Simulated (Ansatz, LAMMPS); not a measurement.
# Glassy 78SiO2-6Li2O-6CaO-6SrO-3SnO2 (mol %) (92 atoms) under strain

How stiff is glassy 78SiO2-6Li2O-6CaO-6SrO-3SnO2 (mol %) (92 atoms), and how do its levels respond to strain?

Method: Kohn-Sham DFT, PBE, PAW (set soft_2), plane waves, in Ansatz 0.2.0.

## (1) The system as given

The cell holds 92 atoms: 25 Si, 4 Li, 2 Ca, 2 Sr, 1 Sn and 58 O. Its edges and angles: a = 10.789 Å, b = 10.789 Å, c = 10.789 Å, α = 90.0°, β = 90.0°, γ = 90.0°. 92 atoms (25 Si, 4 Li, 2 Ca, 2 Sr, 1 Sn, 58 O) placed at random at 2.57 g/cm³, melted at 4000 K for 10 ps at fixed volume with the Morse and Coulomb pair potential with partial charges (Pedone, Malavasi, Menziani, Cormack and Segre, J. Phys. Chem. B 110, 11780 (2006)). Quenched from 4000 K to 300 K at 10 K/ps and fixed volume, held 10 ps at zero pressure.

What the set-up can't give: The quench rate of 10 K/ps far exceeds what a furnace or splat quench reaches, so expect more defects and frozen-in strain than in a real sample. The network of bonds at the start is that of the classical potential that made the cell, and needn't be the one that DFT or experiment would give. Sampling is at Γ alone.

## (2) Single point at the start

A single point comes first, to see the forces before anything moves.

input.yaml reads:

```yaml
crystal:
  lattice:
    - [10.78874, 0.0, 0.0]
    - [0.0, 10.78874, 0.0]
    - [0.0, 0.0, 10.78874]
  atoms:
    - { symbol: Si, position: [0.90194, 0.14834, 0.47727] }
    - { symbol: Si, position: [0.70661, 0.25258, 0.28925] }
    - { symbol: Si, position: [0.57611, 0.194, 0.04006] }
    - { symbol: Si, position: [0.84461, 0.67084, 0.48695] }
    - { symbol: Si, position: [0.2243, 0.92616, 0.54932] }
    - { symbol: Si, position: [0.33496, 0.1319, 0.19653] }
    - { symbol: Si, position: [0.6115, 0.9854, 0.64108] }
    - { symbol: Si, position: [0.45248, 0.86035, 0.21174] }
    - { symbol: Si, position: [0.19084, 0.72674, 0.19022] }
    - { symbol: Si, position: [0.57855, 0.66825, 0.84601] }
    - { symbol: Si, position: [0.08289, 0.13527, 0.03774] }
    - { symbol: Si, position: [0.83602, 0.69202, 0.98756] }
    - { symbol: Si, position: [0.51108, 0.93858, 0.94247] }
    - { symbol: Si, position: [0.69235, 0.48871, 0.6508] }
    - { symbol: Si, position: [0.48773, 0.78666, 0.47116] }
    - { symbol: Si, position: [0.47262, 0.45529, 0.01312] }
    - { symbol: Si, position: [0.31957, 0.30677, 0.62729] }
    - { symbol: Si, position: [0.11669, 0.66871, 0.92106] }
    - { symbol: Si, position: [0.87857, 0.92031, 0.65057] }
    - { symbol: Si, position: [0.35453, 0.6062, 0.61902] }
    - { symbol: Si, position: [0.12182, 0.67675, 0.46017] }
    - { symbol: Si, position: [0.8927, 0.29979, 0.73101] }
    - { symbol: Si, position: [0.12344, 0.94281, 0.81794] }
    - { symbol: Si, position: [0.17169, 0.19621, 0.42271] }
    - { symbol: Si, position: [0.57, 0.24433, 0.52313] }
    - { symbol: Li, position: [0.34912, 0.08778, 0.79753] }
    - { symbol: Li, position: [0.06489, 0.49865, 0.66326] }
    - { symbol: Li, position: [0.38114, 0.87001, 0.7656] }
    - { symbol: Li, position: [0.2251, 0.93233, 0.05948] }
    - { symbol: Ca, position: [0.67656, 0.58128, 0.24867] }
    - { symbol: Ca, position: [0.8328, 0.02786, 0.93025] }
    - { symbol: Sr, position: [0.86871, 0.36929, 0.06426] }
    - { symbol: Sr, position: [0.89341, 0.90578, 0.23911] }
    - { symbol: Sn, position: [0.18435, 0.37178, 0.8706] }
    - { symbol: O, position: [0.72458, 0.669, 0.89862] }
    - { symbol: O, position: [0.08975, 0.2767, 0.00227] }
    - { symbol: O, position: [0.79652, 0.17111, 0.38095] }
    - { symbol: O, position: [0.80776, 0.4295, 0.72882] }
    - { symbol: O, position: [0.54956, 0.81732, 0.86277] }
    - { symbol: O, position: [0.20656, 0.05208, 0.48232] }
    - { symbol: O, position: [0.45147, 0.18281, 0.12686] }
    - { symbol: O, position: [0.20372, 0.27928, 0.54271] }
    - { symbol: O, position: [0.10977, 0.04779, 0.91455] }
    - { symbol: O, position: [0.42929, 0.23391, 0.56343] }
    - { symbol: O, position: [0.16289, 0.67085, 0.3216] }
    - { symbol: O, position: [0.38078, 0.69288, 0.72849] }
    - { symbol: O, position: [0.21418, 0.10668, 0.11392] }
    - { symbol: O, position: [0.76445, 0.38477, 0.28235] }
    - { symbol: O, position: [0.15045, 0.80998, 0.88223] }
    - { symbol: O, position: [0.80432, 0.73138, 0.36623] }
    - { symbol: O, position: [0.5695, 0.32707, 0.97951] }
    - { symbol: O, position: [0.02874, 0.19362, 0.40893] }
    - { symbol: O, position: [0.5095, 0.57264, 0.93599] }
    - { symbol: O, position: [0.60487, 0.5808, 0.72613] }
    - { symbol: O, position: [0.85531, 0.21164, 0.84537] }
    - { symbol: O, position: [0.7492, 0.97237, 0.70282] }
    - { symbol: O, position: [0.33098, 0.77189, 0.18535] }
    - { symbol: O, position: [0.91244, 0.01651, 0.53943] }
    - { symbol: O, position: [0.4973, 0.48726, 0.15574] }
    - { symbol: O, position: [0.21336, 0.6162, 0.55366] }
    - { symbol: O, position: [0.21725, 0.94628, 0.69776] }
    - { symbol: O, position: [0.15694, 0.55064, 0.82925] }
    - { symbol: O, position: [0.52133, 0.81294, 0.32671] }
    - { symbol: O, position: [0.33737, 0.40365, 0.97763] }
    - { symbol: O, position: [0.35653, 0.86659, 0.50764] }
    - { symbol: O, position: [0.59261, 0.06698, 0.96385] }
    - { symbol: O, position: [0.83959, 0.83293, 0.0142] }
    - { symbol: O, position: [0.98571, 0.6142, 0.48566] }
    - { symbol: O, position: [0.68682, 0.20117, 0.14529] }
    - { symbol: O, position: [0.86644, 0.78741, 0.59338] }
    - { symbol: O, position: [0.38756, 0.99482, 0.24288] }
    - { symbol: O, position: [0.16262, 0.6457, 0.0656] }
    - { symbol: O, position: [0.8246, 0.59758, 0.09962] }
    - { symbol: O, position: [0.57582, 0.24313, 0.36806] }
    - { symbol: O, position: [0.0327, 0.34628, 0.76432] }
    - { symbol: O, position: [0.44493, 0.65452, 0.50837] }
    - { symbol: O, position: [0.96738, 0.65869, 0.92308] }
    - { symbol: O, position: [0.62604, 0.36847, 0.58538] }
    [... 8 atom lines left out ...]
    - { symbol: O, position: [0.35583, 0.45162, 0.63074] }
    - { symbol: O, position: [0.28187, 0.26227, 0.76186] }
    - { symbol: O, position: [0.12486, 0.82438, 0.49926] }
    - { symbol: O, position: [0.88863, 0.23301, 0.60128] }
    - { symbol: O, position: [0.11259, 0.85254, 0.18213] }
    - { symbol: O, position: [0.58644, 0.86344, 0.55438] }
kpoints:
  mp_grid: { grid: [1, 1, 1] }
hamiltonian:
  xc: pbe
scf:
  occupations: { method: fixed }
output:
  forces: true
```

Command:

```console
ansatz run input.yaml --threads 4 --pin off --max-ram 8192MiB --backend cpu --events-out ev --progress --plain --runs-dir out
```

What it wrote:

```text
[...]
Pseudopotentials: kind: paw
Pseudopotential: Si, paw, valence charge 4, recommended cutoff 420 eV (normal), Si.paw.azcp
Pseudopotential: Li, paw, valence charge 3, recommended cutoff 420 eV (normal), Li.paw.azcp
Pseudopotential: Ca, paw, valence charge 10, recommended cutoff 420 eV (normal), Ca.paw.azcp
Pseudopotential: Sr, paw, valence charge 10, recommended cutoff 420 eV (normal), Sr.paw.azcp
Pseudopotential: Sn, paw, valence charge 14, recommended cutoff 420 eV (normal), Sn.paw.azcp
Pseudopotential: O, paw, valence charge 6, recommended cutoff 420 eV (normal), O.paw.azcp
[... 5 lines on functional and potentials left out ...]
Crystal: 92 atoms, lattice volume = 1255.776 Å³
Basis set: ecut = 420 eV, 24573 PW (Γ), exchange–correlation on 150×150×150 points (8 copies of the dense FFT grid, shifted against one another)
Bands: 349, of which v1, the nominal top of the filled ones, is band 257 counted from 1 (256 counted from 0)
Symmetry: 1 space group operations
Space group: P1 (ITA 1), of the structure as read, at distance tolerance 1.1e-4 Å
k-points: 1
[... 13 lines on functional and potentials left out ...]
Initial density: superposition of atomic densities (neutral atoms: chi_scale 0, normalization atom), corrected by the library's trained network
Initial wavefunctions: pseudopotential atomic-orbital guess
[...]
SCF iter   1: F=—  HF=-66465.252611 eV  |F-HF|=—  |Δ(HF+E_count)|=         —  Δρ=2.35e-3  dr2=1.21e-1  ethr=1.77e-3  ⟨swp⟩=5.0  Hψ=1253  notcnv=0  defer=90
preconditioner: auto → Resta (q_TF=auto, 2.351 Å⁻¹)  ε∞=3.0  [insulator: Δε(μ)=2.594 eV  Ē_g=16.533 eV  n_scr=256 (ndim 8)  ℏωp=23.4 eV  f_vac=0.160  ε∞_Penn≈3.0]
SCF iter   2: F=—  HF=-66465.244038 eV  |F-HF|=—  |Δ(HF+E_count)|=   8.57e-3  Δρ=1.28e-3  dr2=2.71e-2  ethr=2.36e-5  ⟨swp⟩=3.0  Hψ=536  notcnv=0  defer=90
SCF iter   3: F=—  HF=-66465.242919 eV  |F-HF|=—  |Δ(HF+E_count)|=   1.12e-3  Δρ=5.99e-4  dr2=7.87e-3  ethr=5.28e-6  ⟨swp⟩=3.0  Hψ=450  notcnv=0  defer=76
automatic band count: iteration 3 solves 335 bands in place of 349: the levels show a gap, and the empty bands left out lie too high to hold charge; the band table lists the bands solved (type scf.n_extra_bands for more)
SCF iter   4: F=—  HF=-66465.241768 eV  |F-HF|=—  |Δ(HF+E_count)|=   1.15e-3  Δρ=2.23e-4  dr2=7.16e-4  ethr=1.53e-6  ⟨swp⟩=3.0  Hψ=456  notcnv=0  defer=76
SCF iter   5: F=—  HF=-66465.241750 eV  |F-HF|=—  |Δ(HF+E_count)|=   1.80e-5  Δρ=1.23e-4  dr2=1.78e-4  ethr=1.39e-7  ⟨swp⟩=3.0  Hψ=452  notcnv=0  defer=76
SCF iter   6: F=—  HF=-66465.241762 eV  |F-HF|=—  |Δ(HF+E_count)|=   1.18e-5  Δρ=3.26e-5  dr2=1.39e-5  ethr=3.47e-8  ⟨swp⟩=3.0  Hψ=463  notcnv=0  defer=76
SCF iter   7: F=—  HF=-66465.240235 eV  |F-HF|=—  |Δ(HF+E_count)|=   1.53e-3  Δρ=1.65e-5  dr2=3.00e-6  ethr=2.71e-9  ⟨swp⟩=2.0  Hψ=590  notcnv=0  defer=76
SCF iter   8: F=—  HF=-66465.240236 eV  |F-HF|=—  |Δ(HF+E_count)|=   9.76e-7  Δρ=6.83e-6  dr2=5.53e-7  ethr=5.83e-10  ⟨swp⟩=2.0  Hψ=455  notcnv=0  defer=76
SCF iter   9: F=-66465.240236 eV  HF=-66465.240236 eV  |F-HF|=1.99e-9  |Δ(HF+E_count)|=   1.32e-7  Δρ=2.30e-6  dr2=6.39e-8  ethr=1.95e-11  ⟨swp⟩=3.0  Hψ=1246  notcnv=0
SCF 1 converged in 9 iterations: F = -66465.240236 eV  dr2 = 6.39e-8
[...]
SCF converged after 9 iterations
Free energy (F): -66465.240236 eV
Harris-Foulkes:  -66465.240236 eV  (|F-HF|=1.99e-9)
Internal energy: -66465.240236 eV  (E = F + TS)
E sigma→0 (E₀):  -66465.240236 eV
Fermi energy:    4.535243 eV
--- Per-component energies (eV) ---
[...]
Σ components = -66465.240236   (vs F -66465.240236, Δ=0.00e0)
--- Forces (eV/Å), atoms counted from 1 ---
  atom   1  Si     1.15951704     1.98287861     2.18132705
  atom   2  Si    -1.62569659     0.25052570     0.83090342
  atom   3  Si    -1.85362345     0.79543891     2.44340215
  atom   4  Si     1.82264807     2.08172082     3.26749042
[...]
atom  92  O      1.12105067    -0.79218119    -0.45284233
  max |Σ_I F_I| component: 1.12e-4 eV/Å
```

The job ended after 21 s (4 threads of Arm Neoverse N1, shared host; peak memory 1.5 GiB).

The r.m.s. force at the start is 1.4 eV/Å.

## (3) Cell and atoms relaxed

Cell and atoms are freed together, to release stress as well as forces.

input.yaml reads:

```yaml
crystal:
  lattice:
    - [10.78874, 0.0, 0.0]
    - [0.0, 10.78874, 0.0]
    - [0.0, 0.0, 10.78874]
  atoms:
    [... the 92 atom lines of step 2 ...]
kpoints:
  mp_grid: { grid: [1, 1, 1] }
hamiltonian:
  xc: pbe
scf:
  occupations: { method: fixed }
output:
  forces: true
relax:
  f_tol: 0.05
  max_steps: 150
  cell: {}
```

What it wrote:

```text
[...]
Crystal: 92 atoms, lattice volume = 1255.776 Å³
Basis set: ecut = 420 eV, 24573 PW (Γ), exchange–correlation on 150×150×150 points (8 copies of the dense FFT grid, shifted against one another)
Bands: 349, of which v1, the nominal top of the filled ones, is band 257 counted from 1 (256 counted from 0)
Symmetry: 1 space group operations
[...]
k-points: 1
[...]
SCF iter   1: F=—  HF=-66465.252612 eV  |F-HF|=—  |Δ(HF+E_count)|=         —  Δρ=2.35e-3  dr2=1.21e-1  ethr=1.77e-3  ⟨swp⟩=5.0  Hψ=1253  notcnv=0  defer=90
[...]
SCF iter   9: F=-66465.240236 eV  HF=-66465.240236 eV  |F-HF|=2.02e-9  |Δ(HF+E_count)|=   1.32e-7  Δρ=2.30e-6  dr2=6.39e-8  ethr=1.95e-11  ⟨swp⟩=3.0  Hψ=1081  notcnv=0
SCF 1 converged in 9 iterations: F = -66465.240236 eV  dr2 = 6.39e-8
[...]
relax step   1: F+E_penalty+E_count = -66465.24023579 eV  Δ(F+E_penalty+E_count) = +0.000e0 eV  max|allowed force component| = 5.024e0 eV/Å  Δτ_max = 0.0000 Å  P = +5.373 GPa  Ω = 1255.776 Å³  (9 SCF iters, dr2 threshold 1.00e-7 eV, accepted)
[... from here on, the SCF cycles and remarks between the steps are left out ...]
relax step   2: F+E_penalty+E_count = -66469.36043376 eV  Δ(F+E_penalty+E_count) = -4.120e0 eV  max|allowed force component| = 3.104e0 eV/Å  Δτ_max = 0.1949 Å  P = +2.946 GPa  Ω = 1264.521 Å³  energy of the carried Pulay correction = -2.900e-2 eV  (8 SCF iters, dr2 threshold 9.20e-6 eV, accepted)
relax step   3: F+E_penalty+E_count = -66472.53105011 eV  Δ(F+E_penalty+E_count) = -3.171e0 eV  max|allowed force component| = 1.166e0 eV/Å  Δτ_max = 0.1949 Å  P = -0.351 GPa  Ω = 1276.577 Å³  energy of the carried Pulay correction = -6.866e-2 eV  (8 SCF iters, dr2 threshold 9.20e-6 eV, accepted)
relax step   4: F+E_penalty+E_count = -66473.10048858 eV  Δ(F+E_penalty+E_count) = -5.694e-1 eV  max|allowed force component| = 6.774e-1 eV/Å  Δτ_max = 0.1949 Å  P = -0.357 GPa  Ω = 1274.239 Å³  energy of the carried Pulay correction = -6.100e-2 eV  (7 SCF iters, dr2 threshold 9.20e-6 eV, accepted)
relax step   5: F+E_penalty+E_count = -66473.53047208 eV  Δ(F+E_penalty+E_count) = -4.300e-1 eV  max|allowed force component| = 5.085e-1 eV/Å  Δτ_max = 0.0726 Å  P = -0.223 GPa  Ω = 1265.891 Å³  energy of the carried Pulay correction = -3.353e-2 eV  (7 SCF iters, dr2 threshold 9.20e-6 eV, accepted)
relax step   6: F+E_penalty+E_count = -66473.80104004 eV  Δ(F+E_penalty+E_count) = -2.706e-1 eV  max|allowed force component| = 3.171e-1 eV/Å  Δτ_max = 0.0856 Å  P = -0.140 GPa  Ω = 1259.508 Å³  energy of the carried Pulay correction = -1.240e-2 eV  (7 SCF iters, dr2 threshold 9.20e-6 eV, accepted)
relax step   7: F+E_penalty+E_count = -66473.96362350 eV  Δ(F+E_penalty+E_count) = -1.626e-1 eV  max|allowed force component| = 2.749e-1 eV/Å  Δτ_max = 0.1061 Å  P = -0.037 GPa  Ω = 1259.094 Å³  energy of the carried Pulay correction = -1.103e-2 eV  (7 SCF iters, dr2 threshold 6.28e-6 eV, accepted)
relax step   8: F+E_penalty+E_count = -66474.04437770 eV  Δ(F+E_penalty+E_count) = -8.075e-2 eV  max|allowed force component| = 2.438e-1 eV/Å  Δτ_max = 0.0782 Å  P = +0.045 GPa  Ω = 1259.020 Å³  energy of the carried Pulay correction = -1.078e-2 eV  (7 SCF iters, dr2 threshold 4.72e-6 eV, accepted)
relax step   9: F+E_penalty+E_count = -66474.08539010 eV  Δ(F+E_penalty+E_count) = -4.101e-2 eV  max|allowed force component| = 1.719e-1 eV/Å  Δτ_max = 0.0443 Å  P = +0.015 GPa  Ω = 1260.990 Å³  energy of the carried Pulay correction = -1.732e-2 eV  (7 SCF iters, dr2 threshold 3.71e-6 eV, accepted)
relax step  10: F+E_penalty+E_count = -66474.12151964 eV  Δ(F+E_penalty+E_count) = -3.613e-2 eV  max|allowed force component| = 1.437e-1 eV/Å  Δτ_max = 0.0626 Å  P = -0.076 GPa  Ω = 1262.622 Å³  energy of the carried Pulay correction = -2.272e-2 eV  (7 SCF iters, dr2 threshold 1.85e-6 eV, accepted)
relax step  11: F+E_penalty+E_count = -66474.14701166 eV  Δ(F+E_penalty+E_count) = -2.549e-2 eV  max|allowed force component| = 1.300e-1 eV/Å  Δτ_max = 0.0536 Å  P = -0.043 GPa  Ω = 1262.429 Å³  energy of the carried Pulay correction = -2.208e-2 eV  (7 SCF iters, dr2 threshold 1.29e-6 eV, accepted)
relax step  12: F+E_penalty+E_count = -66474.15968862 eV  Δ(F+E_penalty+E_count) = -1.268e-2 eV  max|allowed force component| = 1.245e-1 eV/Å  Δτ_max = 0.0456 Å  P = -0.017 GPa  Ω = 1262.930 Å³  energy of the carried Pulay correction = -2.374e-2 eV  (7 SCF iters, dr2 threshold 1.06e-6 eV, accepted)
relax step  13: F+E_penalty+E_count = -66474.17027895 eV  Δ(F+E_penalty+E_count) = -1.059e-2 eV  max|allowed force component| = 8.166e-2 eV/Å  Δτ_max = 0.0276 Å  P = +0.023 GPa  Ω = 1262.239 Å³  energy of the carried Pulay correction = -2.146e-2 eV  (7 SCF iters, dr2 threshold 9.69e-7 eV, accepted)
relax step  14: F+E_penalty+E_count = -66474.16325686 eV  Δ(F+E_penalty+E_count) = +7.022e-3 eV  max|allowed force component| = 2.555e-1 eV/Å  Δτ_max = 0.0637 Å  P = -0.007 GPa  Ω = 1263.720 Å³  energy of the carried Pulay correction = -2.636e-2 eV  (8 SCF iters, dr2 threshold 4.17e-7 eV, rejected (line search))
relax step  15: F+E_penalty+E_count = -66474.17568940 eV  Δ(F+E_penalty+E_count) = -5.410e-3 eV  max|allowed force component| = 3.478e-2 eV/Å  Δτ_max = 0.0304 Å  P = +0.005 GPa  Ω = 1262.921 Å³  energy of the carried Pulay correction = -2.371e-2 eV  (11 SCF iters, accepted)
relax step  16: F+E_penalty+E_count = -66474.25616123 eV  Δ(F+E_penalty+E_count) = -8.047e-2 eV  max|allowed force component| = 3.494e-2 eV/Å  Δτ_max = 0.0000 Å  P = +0.108 GPa  Ω = 1262.921 Å³  stress off target by 2.88e-1 GPa  SCF on the basis re-selected at this cell (its energy is not comparable with the rows above)  (7 SCF iters)
relax step  17: F+E_penalty+E_count = -66474.25115939 eV  Δ(F+E_penalty+E_count) = +5.002e-3 eV  max|allowed force component| = 5.549e-2 eV/Å  Δτ_max = 0.0446 Å  P = -0.104 GPa  Ω = 1266.957 Å³  energy of the carried Pulay correction = -1.379e-2 eV  (8 SCF iters, dr2 threshold 2.07e-7 eV, accepted)
relax step  18: F+E_penalty+E_count = -66474.25615823 eV  Δ(F+E_penalty+E_count) = -4.999e-3 eV  max|allowed force component| = 3.455e-2 eV/Å  Δτ_max = 0.0109 Å  P = -0.024 GPa  Ω = 1266.285 Å³  energy of the carried Pulay correction = -1.147e-2 eV  (7 SCF iters, dr2 threshold 1.92e-7 eV, accepted)
relax step  19: F+E_penalty+E_count = -66474.26929942 eV  Δ(F+E_penalty+E_count) = -1.314e-2 eV  max|allowed force component| = 3.441e-2 eV/Å  Δτ_max = 0.0000 Å  P = -0.019 GPa  Ω = 1266.285 Å³  stress off target by 3.05e-2 GPa  SCF on the basis re-selected at this cell (its energy is not comparable with the rows above)  (6 SCF iters)
[...]
SCF converged after 6 iterations
Free energy (F): -66474.269299 eV
[...]
Internal energy: -66474.269299 eV  (E = F + TS)
E sigma→0 (E₀):  -66474.269299 eV
Fermi energy:    3.804338 eV
[...]
--- Forces (eV/Å), atoms counted from 1 ---
  atom   1  Si    -0.00129108     0.01374501     0.01374967
  atom   2  Si    -0.02226487     0.00788212     0.00630341
  atom   3  Si    -0.01503302     0.00618965     0.00294617
  atom   4  Si     0.00206821    -0.01153508     0.01412510
  atom   5  Si    -0.01265222    -0.00835472     0.01292057
  atom   6  Si    -0.00766583    -0.01282616     0.00955524
  atom   7  Si    -0.00562041    -0.00355137     0.00769535
  atom   8  Si     0.00147085    -0.00453307     0.00519751
  atom   9  Si    -0.00090910     0.01273204    -0.01192555
  atom  10  Si     0.01523906    -0.02151647    -0.01560127
  atom  11  Si    -0.00383830    -0.03441042    -0.01267331
  atom  12  Si     0.02641134    -0.00075815    -0.02238984
  atom  13  Si     0.01530642    -0.01721894     0.01277475
  atom  14  Si     0.02028056    -0.01802148     0.00858148
[...]
atom  91  O     -0.00556834    -0.00687652     0.00779956
  atom  92  O     -0.00076018    -0.00142582    -0.00256383
  max |Σ_I F_I| component: 5.64e-5 eV/Å
--- Stress (GPa, compression-positive) ---
       -0.029484      -0.001807      -0.003283
       -0.001805      -0.019111      -0.003935
       -0.003282      -0.003935      -0.007968
  P = ⅓ Tr σ = -0.0189 GPa (-0.189 kbar)
--- Relaxed structure (17 steps of the walk, 16 accepted, 2 SCFs on fresh bases) ---
  F+E_penalty+E_count = -66474.26929942 eV   max|allowed force component| = 3.441e-2 eV/Å   (the final SCF, on the basis selected at the relaxed cell)
  cell:  # Å, volume = 1266.2846 Å³
    - [11.051611, -0.021744, 0.036696]
    - [-0.021744, 10.427200, -0.155008]
    - [0.036696, -0.155008, 10.990960]
  atoms:
    - { symbol: Si, position: [0.907223, 0.158171, 0.479293] }
    - { symbol: Si, position: [0.719110, 0.251890, 0.291939] }
    - { symbol: Si, position: [0.561953, 0.180468, 0.070893] }
    - { symbol: Si, position: [0.853604, 0.675900, 0.482235] }
[...]
- { symbol: O, position: [0.589156, 0.862162, 0.555926] }
```

The job ended after 6.2 min (4 threads; peak memory 1.5 GiB; 24 min of CPU time).

The relaxation converged after 17 steps, with a largest force component of 0.034 eV/Å.

(Part 1 of 3 ends here.)

[Long decimals in the printed logs are rounded to 6 places.]

[Logs are printed without paths, hosts, clocks, repeated set-up lines and the standing remarks that a program may print on its own settings, such as how far it seeks lower states.]

[Hosts, paths, dates, database ids (printed as entryN), source tags and the programs' standing remarks are cut or masked in the printed files.]
